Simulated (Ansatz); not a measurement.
# BaPbO3 (Pm-3m): a soft mode frozen in, part 2 of 3

Wanted: the energy along a soft mode of BaPbO3 (Pm-3m) and the structure at the end.

Ansatz 0.2.0; DFT PBEsol, scalar-relativistic, plane waves, PAW; PAW set soft_1.

So far, highest frequency on the path or at a solved wavevector (cm⁻¹): step 2 (the dispersion) 660. Also lowest frequency on the path (cm⁻¹): step 2 -163.

### 3. The mode frozen in, largest atomic shift 0 Å

The mode followed lies at q = (-0.5, -0.5, -0.5) with frequency 163.4i cm⁻¹ and is 3-fold degenerate, the softest among the wavevectors solved. At small amplitude the distorted cell has space group no. 140 by a symmetry search on the positions. The undistorted cell that holds it gives the zero of energy on the same k mesh.

System of this step: BaPbO3. Symmetry: Pm-3m, No. 221, cubic system. Conventional cell: a = 4.281 Å, b = 4.281 Å, c = 4.281 Å, α = 90.00°, β = 90.00°, γ = 90.00°. Ba has 12 O at 3.03 Å nearest. Nearest to Pb lie 6 O at 2.14 Å. Nearest to O lie 2 Pb at 2.14 Å and 4 Ba at 3.03 Å. Farther neighbours and most contacts between anions are not listed.

Input file input.yaml:

```yaml
crystal:
  lattice:
    - [4.2810684894, 4.2810684894, 0.0]
    - [4.2810684894, 0.0, 4.2810684894]
    - [4.2810684894, 0.0, -4.2810684894]
  atoms:
    - { symbol: Ba, position: [0.5, 0.25, 0.75] }
    - { symbol: Ba, position: [0.5, 0.75, 0.25] }
    - { symbol: Pb, position: [0.0, 0.5, 0.5] }
    - { symbol: Pb, position: [0.0, 0.0, 1.0] }
    - { symbol: O, position: [0.5, 0.75, 0.75] }
    - { symbol: O, position: [0.5, 0.25, 0.25] }
    - { symbol: O, position: [0.0, 0.75, 0.25] }
    - { symbol: O, position: [0.0, 0.25, 0.75] }
    - { symbol: O, position: [0.0, 0.75, 0.75] }
    - { symbol: O, position: [0.0, 0.25, 0.25] }
kpoints:
  mp_grid: { grid: [8, 8, 8] }
hamiltonian:
  xc: pbesol
  pseudopotentials: { kind: paw, azcp: { folder: soft_1 }, xc_functional: pbe }
scf:
  occupations: { method: methfessel_paxton, width: 0.2 }
output:
  forces: true
  stress: true
  eigenvalues: true
```

The run is started by

```
$ ansatz run input.yaml --threads 4 --pin off --max-ram 10240MiB --backend cpu --events-out ev --progress --plain --runs-dir out
```

Numbers of over 12 decimals in the logs are rounded to 6 here.

Log:

```text
[...]
Crystal: 10 atoms, lattice volume = 156.923 Å³
Basis set: ecut = 420 eV, 3119 PW (Γ), exchange–correlation on 90×90×90 points (8 copies of the dense FFT grid, shifted against one another)
Bands: 52, of which v1, the nominal top of the filled ones, is band 42 counted from 1 (41 counted from 0)
Symmetry: 96 space group operations
[...]
k-points: 29 of 512
[...]
k-point 0: bands = [... 38 lower, 9.0643, 9.0643, 9.0643, 9.1360, 9.1360, 13.8027, 13.8027, 13.9135, ... 6 higher]
  k-point 1: bands = [... 38 lower, 8.8616, 8.8616, 9.0257, 9.0447, 9.0447, 13.9236, 13.9721, 13.9721, ... 6 higher]
  k-point 2: bands = [... 38 lower, 8.5458, 8.9173, 8.9196, 8.9196, 9.6557, 13.6765, 14.4104, 14.4104, ... 6 higher]
  k-point 28: bands = [... 38 lower, 8.4333, 8.4333, 8.6711, 8.6711, 13.0165, 13.0166, 15.7466, 15.7466, ... 6 higher]
[key lines of the parts left out:]
SCF converged after 10 iterations
Free energy (F): -38606.999781 eV
Fermi energy:    9.133089 eV
P = ⅓ Tr σ = 0.0355 GPa (0.355 kbar)
```

The job ended after 4.4 s (4 threads of Arm Neoverse V2, shared host; peak memory 0.62 GiB; 16 s of CPU time).

This step gave:

```yaml
pressure: 0.03547 GPa
energy_from_the_undistorted_cell: 0 meV/atom
```

The run ends at a pressure of 0.04 GPa.

### 4. The mode frozen in, largest atomic shift 0.45 Å

The atoms are moved along the unstable eigenvector, the largest shift by 0.45 Å, with the cell fixed.

input.yaml, the sections that differ from step 3:

```yaml
crystal:
  lattice:
    - [4.2810684894, 4.2810684894, 0.0]
    - [4.2810684894, 0.0, 4.2810684894]
    - [4.2810684894, 0.0, -4.2810684894]
  atoms:
    - { symbol: Ba, position: [0.5, 0.25, 0.75] }
    - { symbol: Ba, position: [0.5, 0.75, 0.25] }
    - { symbol: Pb, position: [0.0, 0.5, 0.5] }
    - { symbol: Pb, position: [0.0, 0.0, 1.0] }
    - { symbol: O, position: [0.5, 0.6974430272, 0.8025569728] }
    - { symbol: O, position: [0.5, 0.3025569728, 0.1974430272] }
    - { symbol: O, position: [-0.1051139455, 0.8025569728, 0.3025569728] }
    - { symbol: O, position: [0.1051139455, 0.1974430272, 0.6974430272] }
    - { symbol: O, position: [0.0, 0.75, 0.75] }
    - { symbol: O, position: [0.0, 0.25, 0.25] }
# kpoints, hamiltonian, scf, output: as in step 3
```

Log:

```text
[...]
Crystal: 10 atoms, lattice volume = 156.923 Å³
Basis set: ecut = 420 eV, 3119 PW (Γ), exchange–correlation on 90×90×90 points (8 copies of the dense FFT grid, shifted against one another)
Bands: 52, of which v1, the nominal top of the filled ones, is band 42 counted from 1 (41 counted from 0)
Symmetry: 16 space group operations
[...]
k-points: 59 of 512
[...]
k-point 0: bands = [... 38 lower, 8.7226, 8.7872, 8.7872, 8.9616, 8.9931, 13.8526, 13.9272, 13.9993, ... 6 higher]
  k-point 1: bands = [... 38 lower, 8.6240, 8.6777, 8.7689, 8.8355, 9.2289, 13.8663, 14.0008, 14.1778, ... 6 higher]
  k-point 2: bands = [... 38 lower, 8.4949, 8.5050, 8.7202, 8.7216, 9.7521, 13.3777, 14.3925, 14.6753, ... 6 higher]
  k-point 58: bands = [... 38 lower, 8.3236, 8.3236, 8.7371, 8.9669, 12.3445, 13.4696, 15.0357, 15.1518, ... 6 higher]
[key lines of the parts left out:]
SCF converged after 10 iterations
Free energy (F): -38607.248271 eV
Fermi energy:    8.953222 eV
P = ⅓ Tr σ = -0.2380 GPa (-2.380 kbar)
```

Run time: 8.8 s. Hardware: 4 threads; peak memory 0.73 GiB.

Numbers from this step:

```
pressure                         : -0.2380 GPa
energy from the undistorted cell : -25.07 meV/atom
```

The energy, extrapolated to zero smearing, is -25.07 meV/atom against the undistorted cell.

The run ends at a pressure of -0.24 GPa, with forces up to 0.034 eV/Å.

### 5. Energy along the mode, all amplitudes (two of the runs are shown above)

An imaginary frequency means negative curvature, so the energy should fall and then rise again as anharmonic terms take over.

This step gave:

| Item | Value |
| --- | --- |
| depth at the lowest point sampled | 25.07 meV/atom |
| largest atomic shift at that point | 0.45 Å |

Table of energy from the parent by largest atomic shift:

| largest atomic shift (Å) | energy from the parent (meV/atom) |
| --- | --- |
| 0.000 | 0 |
| 0.040 | -0.467 |
| 0.080 | -1.83 |
| 0.140 | -5.34 |
| 0.220 | -11.8 |
| 0.320 | -20.3 |
| 0.450 | -25.1 |
| 0.600 | -9.36 |

Displacement at unit largest shift by atom:

| atom | x (Å) | y (Å) | z (Å) | size |
| --- | --- | --- | --- | --- |
| Ba1 | 0.00 | 0.00 | 0.00 | 0.00 |
| Ba2 | 0.00 | 0.00 | 0.00 | 0.00 |
| Pb3 | 0.00 | 0.00 | 0.00 | 0.00 |
| Pb4 | 0.00 | 0.00 | 0.00 | 0.00 |
| O5 | 0.00 | 0.00 | -1.00 | 1.00 |
| O6 | 0.00 | 0.00 | 1.00 | 1.00 |
| O7 | 0.00 | -1.00 | 0.00 | 1.00 |
| O8 | 0.00 | 1.00 | 0.00 | 1.00 |
| O9 | 0.00 | 0.00 | 0.00 | 0.00 |
| O10 | 0.00 | 0.00 | 0.00 | 0.00 |

The lowest of the steps tried is at 0.45 Å, 25.1 meV/atom below the parent; the bottom of the well need not coincide with a step.

### 6. Relaxing from the distorted cell

Starting from the lowest point found, all atoms and the cell are let go, so that strain and other modes of the same symmetry can join in.

input.yaml: that of step 4 with these lines changed.

```diff
@@ -27 +27,6 @@
   eigenvalues: true
+relax:
+  adjacent_minimum: "off"
+  f_tol: 0.002
+  max_steps: 120
+  cell: { stress_tol: 0.03 }
```

Log:

```text
[...]
Crystal: 10 atoms, lattice volume = 156.923 Å³
Basis set: ecut = 420 eV, 3119 PW (Γ), exchange–correlation on 90×90×90 points (8 copies of the dense FFT grid, shifted against one another)
Bands: 52, of which v1, the nominal top of the filled ones, is band 42 counted from 1 (41 counted from 0)
Symmetry: 16 space group operations
[...]
k-points: 59 of 512
[...]
SCF iter   1: F=—  HF=-38610.704339 eV  |F-HF|=—  |Δ(HF+E_count)|=         —  Δρ=5.94e-2  dr2=8.70e0  ethr=3.10e-3  ⟨swp⟩=14.3  Hψ=18811  notcnv=0
[...]
SCF iter  10: F=-38607.248271 eV  HF=-38607.248271 eV  |F-HF|=2.52e-9  |Δ(HF+E_count)|=   2.12e-8  S|Δr|=    0.00e0  Δρ=4.60e-6  dr2=5.50e-8  ethr=1.19e-10  ⟨swp⟩=19.6  Hψ=24321  notcnv=0
SCF 1 converged in 10 iterations: F = -38607.248271 eV  dr2 = 5.50e-8
[...]
relax step   1: F+E_penalty+E_count = -38607.24827084 eV  Δ(F+E_penalty+E_count) = +0.000e0 eV  max|allowed force component| = 3.370e-2 eV/Å  Δτ_max = 0.0000 Å  P = -0.238 GPa  Ω = 156.923 Å³  (10 SCF iters, dr2 threshold 1.00e-7 eV, accepted)
Crystal: 10 atoms, lattice volume = 155.844 Å³
Basis set: ecut = 420 eV, 3047 PW (Γ), exchange–correlation on 90×90×90 points (8 copies of the dense FFT grid, shifted against one another)
[...]
SCF iter   6: F=-38607.282450 eV  HF=-38607.282450 eV  |F-HF|=4.89e-9  |Δ(HF+E_count)|=   3.86e-7  S|Δr|=    0.00e0  Δρ=1.24e-5  dr2=2.41e-7  ethr=1.19e-9  ⟨swp⟩=10.9  Hψ=16244  notcnv=0
the search or the solves at the SCF's close seem to have found levels that the self-consistency loop had missed (the run counts 1). By its estimate they hold under 1e-12 electrons; where the run keeps them, the occupations were computed again with them
SCF 2 converged in 6 iterations: F = -38607.282450 eV  dr2 = 2.41e-7
relax step   2: F+E_penalty+E_count = -38607.28244975 eV  Δ(F+E_penalty+E_count) = -3.418e-2 eV  max|allowed force component| = 9.449e-3 eV/Å  Δτ_max = 0.0139 Å  P = +0.339 GPa  Ω = 155.844 Å³  energy of the carried Pulay correction = +2.264e-3 eV  (6 SCF iters, dr2 threshold 1.00e-6 eV, accepted)
Crystal: 10 atoms, lattice volume = 156.760 Å³
Basis set: ecut = 420 eV, 3055 PW (Γ), exchange–correlation on 90×90×90 points (8 copies of the dense FFT grid, shifted against one another)
[...]
SCF iter   5: F=-38607.283600 eV  HF=-38607.283600 eV  |F-HF|=1.73e-7  |Δ(HF+E_count)|=   3.28e-7  S|Δr|=    0.00e0  Δρ=2.08e-5  dr2=9.42e-7  ethr=1.19e-9  ⟨swp⟩=8.9  Hψ=18352  notcnv=0
SCF 3 converged in 5 iterations: F = -38607.283600 eV  dr2 = 9.42e-7
[...]
relax step   3: F+E_penalty+E_count = -38607.28359951 eV  Δ(F+E_penalty+E_count) = -1.150e-3 eV  max|allowed force component| = 1.222e-2 eV/Å  Δτ_max = 0.0024 Å  P = -0.418 GPa  Ω = 156.760 Å³  energy of the carried Pulay correction = +3.415e-4 eV  (5 SCF iters, dr2 threshold 1.00e-6 eV, accepted)
[...]
relax step   4: F+E_penalty+E_count = -38607.28583211 eV  Δ(F+E_penalty+E_count) = -2.233e-3 eV  max|allowed force component| = 2.227e-3 eV/Å  Δτ_max = 0.0047 Å  P = +0.062 GPa  Ω = 156.105 Å³  energy of the carried Pulay correction = +1.716e-3 eV  (5 SCF iters, dr2 threshold 7.53e-7 eV, accepted)
[...]
relax step   5: F+E_penalty+E_count = -38607.28567183 eV  Δ(F+E_penalty+E_count) = +1.603e-4 eV  max|allowed force component| = 9.752e-4 eV/Å  Δτ_max = 0.0006 Å  P = -0.003 GPa  Ω = 156.195 Å³  energy of the carried Pulay correction = +1.527e-3 eV  (5 SCF iters, dr2 threshold 1.92e-8 eV, accepted)
[...]
relax step   6: F+E_penalty+E_count = -38607.28564812 eV  Δ(F+E_penalty+E_count) = +2.371e-5 eV  max|allowed force component| = 1.174e-3 eV/Å  Δτ_max = 0.0000 Å  P = -0.004 GPa  Ω = 156.195 Å³  stress off target by 9.77e-2 GPa  SCF on the basis re-selected at this cell (its energy is not comparable with the rows above)  (6 SCF iters)
[...]
relax step   7: F+E_penalty+E_count = -38607.28571909 eV  Δ(F+E_penalty+E_count) = -7.097e-5 eV  max|allowed force component| = 2.142e-4 eV/Å  Δτ_max = 0.0008 Å  P = +0.000 GPa  Ω = 156.179 Å³  energy of the carried Pulay correction = +2.113e-5 eV  (5 SCF iters, dr2 threshold 2.39e-8 eV, accepted)
[...]
SCF iter   6: F=-38607.285674 eV  HF=-38607.285674 eV  |F-HF|=2.18e-11  |Δ(HF+E_count)|=  2.91e-11  S|Δr|=    0.00e0  Δρ=7.48e-8  dr2=1.04e-11  ethr=1.00e-12  ⟨swp⟩=9.5  Hψ=16801  notcnv=0
SCF 8 converged in 6 iterations: F = -38607.285674 eV  dr2 = 1.04e-11
relax step   8: F+E_penalty+E_count = -38607.28567421 eV  Δ(F+E_penalty+E_count) = +4.487e-5 eV  max|allowed force component| = 2.114e-4 eV/Å  Δτ_max = 0.0000 Å  P = +0.000 GPa  Ω = 156.179 Å³  stress off target by 3.67e-3 GPa  SCF on the basis re-selected at this cell (its energy is not comparable with the rows above)  (6 SCF iters)
[...]
SCF converged after 6 iterations
[...]
Free energy (F): -38607.285674 eV
[...]
Internal energy: -38607.314958 eV  (E = F + TS)
E sigma→0 (E₀):  -38607.292995 eV
Entropy (-TS):   0.029284 eV (2.928 meV/atom)
Fermi energy:    9.001645 eV
[...]
--- Forces (eV/Å), atoms counted from 1 ---
  atom   1  Ba    -0.00000000    -0.00000000     0.00000000
  atom   2  Ba    -0.00000000     0.00000000     0.00000000
  atom   3  Pb    -0.00000000     0.00000000    -0.00000000
  atom   4  Pb     0.00000000     0.00000000     0.00000000
  atom   5  O     -0.00000000     0.00000000    -0.00021144
  atom   6  O      0.00000000    -0.00000000     0.00021144
  atom   7  O      0.00000000    -0.00021144     0.00000000
  atom   8  O     -0.00000000     0.00021144    -0.00000000
  atom   9  O      0.00000000     0.00000000    -0.00000000
  atom  10  O     -0.00000000    -0.00000000     0.00000000
  max |Σ_I F_I| component: 6.94e-18 eV/Å
--- Stress (GPa, compression-positive) ---
        0.003666       0.000000      -0.000000
        0.000000      -0.001565       0.000000
       -0.000000       0.000000      -0.001565
  P = ⅓ Tr σ = 0.0002 GPa (0.002 kbar)
--- Band table (eV; the first three rows and the last of 59) ---
  k-point 0: bands = [... 38 lower, 8.8136, 8.8545, 8.8545, 9.0025, 9.0873, 13.8246, 13.9600, 14.0954, ... 6 higher]
  k-point 1: bands = [... 38 lower, 8.7157, 8.7333, 8.8407, 8.8838, 9.3368, 13.9258, 13.9782, 14.2583, ... 6 higher]
  k-point 2: bands = [... 38 lower, 8.5661, 8.5759, 8.7669, 8.8006, 9.8657, 13.4430, 14.3764, 14.7653, ... 6 higher]
  k-point 58: bands = [... 38 lower, 8.4692, 8.4692, 8.8272, 9.0063, 12.2321, 13.6408, 15.0069, 15.0250, ... 6 higher]
--- Relaxed structure (6 steps of the walk, 6 accepted, 2 SCFs on fresh bases) ---
  F+E_penalty+E_count = -38607.28567421 eV   max|allowed force component| = 2.114e-4 eV/Å   (the final SCF, on the basis selected at the relaxed cell)
  cell:  # Å, volume = 156.1791 Å³
    - [4.356313, 4.233864, 0]
    - [4.356313, 0, 4.233864]
    - [4.356313, 0, -4.233864]
  atoms:
    - { symbol: Ba, position: [0.5, 0.250000, 0.75] }
    - { symbol: Ba, position: [0.5, 0.75, 0.250000] }
    - { symbol: Pb, position: [0, 0.500000, 0.500000] }
    - { symbol: Pb, position: [0, -5.551115123125783e-17, 1.0] }
    - { symbol: O, position: [0.5, 0.694841, 0.805159] }
    - { symbol: O, position: [0.5, 0.305159, 0.194841] }
    - { symbol: O, position: [-0.110318, 0.805159, 0.305159] }
    - { symbol: O, position: [0.110318, 0.194841, 0.694841] }
    - { symbol: O, position: [0, 0.750000, 0.750000] }
    - { symbol: O, position: [0, 0.250000, 0.250000] }
```

Run time: 57 s. Hardware: 4 threads; peak memory 0.77 GiB; 3.7 min of CPU time.

Step by step:

| step | energy less that of the first step (eV) | largest force component (eV/Å) | pressure (GPa) | volume (Å³) |
| --- | --- | --- | --- | --- |
| 1 | 0.0000 | 0.0337 | -0.24 | 156.92 |
| 2 | -0.0342 | 0.0094 | 0.34 | 155.84 |
| 3 | -0.0353 | 0.0122 | -0.42 | 156.76 |
| 4 | -0.0376 | 0.0022 | 0.06 | 156.10 |
| 5 | -0.0374 | 0.0010 | 0.00 | 156.19 |
| 6* | -0.0374 | 0.0012 | 0.00 | 156.19 |
| 7 | -0.0374 | 0.0002 | 0.00 | 156.18 |
| 8* | -0.0374 | 0.0002 | 0.00 | 156.18 |

Relaxation steps marked * repeat the geometry before them on a plane-wave basis chosen anew for their cell, so energy and pressure can jump there.

Forces are held to the 16 operations that the run works with; a distortion that breaks them can't arise in this run.

| conventional cell, symmetrised | before | after | change |
| --- | --- | --- | --- |
| a (Å) | 6.054 | 5.988 | -1.1 % |
| b (Å) | 6.054 | 5.988 | -1.1 % |
| c (Å) | 8.562 | 8.713 | +1.8 % |
| volume (Å³/atom) | 15.69 | 15.62 | -0.5 % |

The atoms that moved most (Å, as changes of fractional coordinates times the final cell):

| atom | dx | dy | dz | length |
| --- | --- | --- | --- | --- |
| O8 | 0.000 | 0.022 | 0.000 | 0.022 |
| O6 | 0.000 | 0.000 | 0.022 | 0.022 |
| O7 | 0.000 | -0.022 | 0.000 | 0.022 |
| O5 | 0.000 | 0.000 | -0.022 | 0.022 |

The relaxed structure:

```cif
data_structure
_symmetry_space_group_name_H-M 'P 1'
_symmetry_Int_Tables_number 1
_cell_length_a 6.0748
_cell_length_b 6.0748
_cell_length_c 6.0748
_cell_angle_alpha 88.367
_cell_angle_beta 59.053
_cell_angle_gamma 59.053
_cell_volume 156.18
loop_
_atom_site_label
_atom_site_type_symbol
_atom_site_fract_x
_atom_site_fract_y
_atom_site_fract_z
_atom_site_occupancy
Ba1 Ba 0.50000 0.25000 0.75000 1
Ba2 Ba 0.50000 0.75000 0.25000 1
Pb3 Pb 0.00000 0.50000 0.50000 1
Pb4 Pb 0.00000 0.00000 0.00000 1
O5 O 0.50000 0.69484 0.80516 1
O6 O 0.50000 0.30516 0.19484 1
O7 O 0.88968 0.80516 0.30516 1
O8 O 0.11032 0.19484 0.69484 1
O9 O 0.00000 0.75000 0.75000 1
O10 O 0.00000 0.25000 0.25000 1
```

This step gave:

* pressure: 1.79e-4 GPa
* volume per atom: 15.62 Å³

The distorted start has space group I4/mcm; the relaxation ends in I4/mcm.

### 7. The new phase in its own primitive cell

The relaxed structure is symmetrised, reduced to its primitive cell and relaxed tightly, as its phonons need.

input.yaml, the sections that differ from step 6:

```yaml
crystal:
  lattice:
    - [-2.9937942185, 2.9937942185, 4.3563132092]
    - [2.9937942185, -2.9937942185, 4.3563132092]
    - [2.9937942185, 2.9937942185, -4.3563132092]
  atoms:
    - { symbol: Ba, position: [0.75, 0.25, 0.5] }
    - { symbol: Ba, position: [0.25, 0.75, 0.5] }
    - { symbol: Pb, position: [0.5, 0.5, 0.0] }
    - { symbol: Pb, position: [0.0, 0.0, 0.0] }
    - { symbol: O, position: [0.8051590819, 0.6948409181, 0.5] }
    - { symbol: O, position: [0.1948409181, 0.3051590819, 0.5] }
    - { symbol: O, position: [0.3051590819, 0.8051590819, 0.1103181637] }
    - { symbol: O, position: [0.6948409181, 0.1948409181, 0.8896818363] }
    - { symbol: O, position: [0.75, 0.75, 0.0] }
    - { symbol: O, position: [0.25, 0.25, 0.0] }
relax:
  adjacent_minimum: "off"
  f_tol: 0.001
  max_steps: 60
  cell: { stress_tol: 0.01 }
# kpoints, hamiltonian, scf, output: as in step 6
```

Log:

```text
[...]
Crystal: 10 atoms, lattice volume = 156.179 Å³
Basis set: ecut = 420 eV, 3055 PW (Γ), exchange–correlation on 90×90×90 points (8 copies of the dense FFT grid, shifted against one another)
Bands: 52, of which v1, the nominal top of the filled ones, is band 42 counted from 1 (41 counted from 0)
Symmetry: 16 space group operations
[...]
k-points: 59 of 512
[...]
- { symbol: Pb, position: [0.500000, 0.500000, 0.0] }
    - { symbol: Pb, position: [0.0, 0.0, 0.0] }
    - { symbol: O, position: [0.805159, 0.694841, 0.5] }
    - { symbol: O, position: [0.194841, 0.305159, 0.5] }
    - { symbol: O, position: [0.305159, 0.805159, 0.110318] }
    - { symbol: O, position: [0.694841, 0.194841, 0.88968183625] }
    - { symbol: O, position: [0.750000, 0.750000, 0.0] }
    - { symbol: O, position: [0.250000, 0.250000, 0.0] }
[key lines of the parts left out:]
SCF converged after 7 iterations
Free energy (F): -38607.285674 eV
Fermi energy:    9.001645 eV
P = ⅓ Tr σ = 0.0002 GPa (0.002 kbar)
```

Run time: 18 s. Hardware: 4 threads; peak memory 0.76 GiB; 70 s of CPU time.

Little changed from the start: no atom moved by 0.005 Å and no cell edge by 0.1 %.

The largest force component left is 0.15 meV/Å and the pressure is 0.000 GPa, within the tolerances set. The cell now holds 15.62 Å³/atom.

(Part 2 of 3 ends here.)

[Logs are printed without paths, hosts, clocks, repeated set-up lines and the standing remarks that a program may print on its own settings, such as how far it seeks lower states.]

[Hosts, paths, dates, database ids (printed as entryN), source tags and the programs' standing remarks are cut or masked in the printed files.]
